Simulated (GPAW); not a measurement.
# How Pt absorbs and reflects light, part 2 of 2

Aim: the dielectric function of Pt, and the optical constants that follow from it.

GPAW 26.7.0; DFT, LDA, plane-wave PAW (GPAW data sets), scalar-relativistic, RPA, optical limit.

So far. Step 2 (Ground state): There are states at the Fermi level within the smearing, so the occupations stay smeared and the carriers get a Drude term.

## (4) Dielectric function, RPA (continued)

Sum at mesh points, not converged in k. Table of Im ε, E ∥ x by photon energy; read off at these points:

```
photon energy (eV)  Im ε, E ∥ x
              0.50          129
              0.75         62.6
              1.00         41.2
              1.25         37.7
              1.50         30.4
              1.75         26.2
              2.00         18.4
              2.25         14.3
              2.50         13.7
              2.75         12.9
              3.00         9.87
              3.25         8.86
              3.50         7.74
              3.75         6.56
              4.00         6.59
              4.25         6.88
              4.50         5.59
              4.75         3.79
              5.00         4.35
              5.25         4.21
              5.50         3.95
              5.75         3.78
              6.00         3.12
              6.25         2.90
              6.50         3.61
              6.75         5.45
              7.00         4.11
              7.25         4.78
              7.50         3.96
              7.75         3.84
              8.00         4.55
              8.25         5.31
              8.50         4.81
              8.75         4.37
              9.00         4.27
              9.25         4.68
              9.50         4.82
              9.75         4.74
             10.00         3.67
             10.25         2.51
             10.50         2.54
             10.75         2.69
             11.00         3.20
             11.25         2.59
             11.50         2.58
             11.75         2.17
             12.00         2.01
             12.25         2.13
             12.50         1.95
             12.75         2.29
             13.00         1.89
             13.25         1.67
             13.50         1.68
             13.75         1.95
```

Values under 1 per cm are given as 1; sum at mesh points, not converged in k. Absorption coefficient, E ∥ x against photon energy:

| photon energy (eV) | absorption coefficient, E ∥ x (1/cm) |
| --- | --- |
| 0.492 | 7.7e5 |
| 1.010 | 7.7e5 |
| 1.486 | 8.6e5 |
| 1.985 | 9.5e5 |
| 2.508 | 9.6e5 |
| 3.018 | 1.0e6 |
| 3.510 | 1.0e6 |
| 3.980 | 9.9e5 |
| 4.516 | 1.1e6 |
| 4.981 | 9.0e5 |
| 5.515 | 9.4e5 |
| 6.021 | 8.3e5 |
| 6.494 | 7.2e5 |
| 6.985 | 1.0e6 |
| 7.496 | 1.1e6 |
| 8.026 | 1.1e6 |
| 8.516 | 1.4e6 |
| 9.023 | 1.3e6 |
| 9.483 | 1.6e6 |
| 10.026 | 1.8e6 |
| 10.519 | 1.4e6 |
| 11.029 | 1.6e6 |
| 11.479 | 1.5e6 |
| 12.023 | 1.4e6 |
| 12.504 | 1.3e6 |
| 13.000 | 1.5e6 |
| 13.512 | 1.2e6 |

Sum at mesh points, not converged in k. Reflectivity at normal incidence, E ∥ x against photon energy; read off at these points:

photon energy (eV), reflectivity at normal incidence, E ∥ x (%) and a bar from the least value:
```
     0.50       93.5 ##############################
     1.00       84.7 ##########################
     1.50       76.7 #######################
     2.00       74.8 #######################
     2.50       67.0 ###################
     3.00       64.8 ###################
     3.50       60.0 #################
     4.00       53.1 ##############
     4.50       56.5 ###############
     4.56       57.1 ###############
     5.00       40.6 #########
     5.50       38.4 ########
     6.00       29.8 #####
     6.50       19.9 #
     6.87       31.8 #####
     7.00       28.1 ####
     7.50       29.6 #####
     8.00       24.9 ###
     8.50       32.9 ######
     9.00       28.2 ####
     9.50       32.8 ######
    10.00       44.6 ###########
    10.50       30.3 #####
    11.00       31.7 #####
    11.10       33.7 ######
    11.50       31.0 #####
    12.00       27.6 ####
    12.50       23.1 ##
    13.00       27.3 ####
    13.50       18.2
```

Sum at mesh points, not converged in k. Table of Im ε, E ∥ x by photon energy; read off at these points:

```csv
photon energy (eV),without local fields,with local fields
0.50,129,129
1.00,41.2,41.2
1.50,30.5,30.4
2.00,18.4,18.4
2.50,13.7,13.7
3.00,9.88,9.87
3.50,7.74,7.74
4.00,6.57,6.59
4.50,5.59,5.59
5.00,4.36,4.35
5.50,3.95,3.95
6.00,3.11,3.12
6.50,3.61,3.61
6.76,5.47,5.49
7.00,4.09,4.11
7.50,3.94,3.96
8.00,4.52,4.55
8.50,4.73,4.81
9.00,4.23,4.27
9.50,4.72,4.82
10.00,3.56,3.67
10.50,2.47,2.54
11.00,3.10,3.20
11.50,2.57,2.58
12.00,2.09,2.01
12.50,2.00,1.95
13.00,1.96,1.89
13.50,1.76,1.68
```

The loss function −Im 1/ε at q → 0, E ∥ x has structure finer than the step of the table below, so its rows give means over 0.5 eV, whole bins alone (the curve runs from 0.305 to 14.0 eV). Peaks (eV: height): 6.18: 0.357, 7.61: 0.277, 10.66: 0.368, 12.50: 0.505, 13.43: 0.627.

Sum at mesh points, not converged in k. Loss function −Im 1/ε at q → 0, E ∥ x against energy loss; means over each step:

| energy loss (eV) | loss function −Im 1/ε at q → 0, E ∥ x |
| --- | --- |
| 1.0 | 0.00995 |
| 1.5 | 0.0188 |
| 2.0 | 0.0264 |
| 2.5 | 0.0437 |
| 3.0 | 0.0546 |
| 3.5 | 0.0762 |
| 4.0 | 0.107 |
| 4.5 | 0.113 |
| 5.0 | 0.191 |
| 5.5 | 0.221 |
| 6.0 | 0.305 |
| 6.5 | 0.244 |
| 7.0 | 0.218 |
| 7.5 | 0.240 |
| 8.0 | 0.210 |
| 8.5 | 0.204 |
| 9.0 | 0.227 |
| 9.5 | 0.206 |
| 10.0 | 0.216 |
| 10.5 | 0.353 |
| 11.0 | 0.318 |
| 11.5 | 0.361 |
| 12.0 | 0.450 |
| 12.5 | 0.464 |
| 13.0 | 0.488 |
| 13.5 | 0.575 |

From ε follow the optical constants at some laser and lamp lines:

| wavelength (nm) | n | k | R (%) | 1/α |
| --- | --- | --- | --- | --- |
| 1550 | 2.81 | 9.697 | 89.6 | 13 nm |
| 1064 | 2.89 | 6.598 | 80.3 | 13 nm |
| 800 | 2.68 | 5.575 | 76.0 | 11 nm |
| 633 | 1.94 | 4.794 | 75.5 | 11 nm |
| 532 | 1.73 | 3.978 | 70.2 | 11 nm |
| 405 | 1.57 | 3.228 | 63.2 | 10.0 nm |
| 365 | 1.31 | 2.927 | 62.3 | 9.9 nm |

In reflection the computed colour is light grey: x = 0.324, y = 0.336, luminous reflectivity 72 %.

## (5) Outcome

What this shows: At this level (LDA, RPA) Pt is a metal. The mesh is too coarse to trust the carriers' weight, the reflectivity or the colour to better than tens of per cent. In reflection the computed colour is light grey: x = 0.324, y = 0.336, luminous reflectivity 72 %. The carriers' damping of 0.05 eV is typed, not computed; it shapes the response at the lowest energies. Spin-orbit coupling is left out although heavy atoms are present. In this version of GPAW the matrix elements of the optical limit are incomplete, which can lower ε − 1 by up to a tenth where first-row anions or d states rule, and shift it by more in d metals. GPAW's carrier term has the form −ωp²/(ω + i·rate)², which damps like twice the rate and fails at low energy, so the curves leave the lowest energies out. The sum runs over mesh points 0.18 Å⁻¹ apart with no interpolation, so peaks are partly noise of the mesh, and the Drude plasma energy, a sum over the Fermi surface, isn't converged.

[Machine, clock and banner lines and Python warnings are left out of the logs.]

[Logs are printed without paths, hosts, clocks, repeated set-up lines and the standing remarks that a program may print on its own settings, such as how far it seeks lower states.]

[Hosts, paths, dates, database ids (printed as entryN), source tags and the programs' standing remarks are cut or masked in the printed files.]
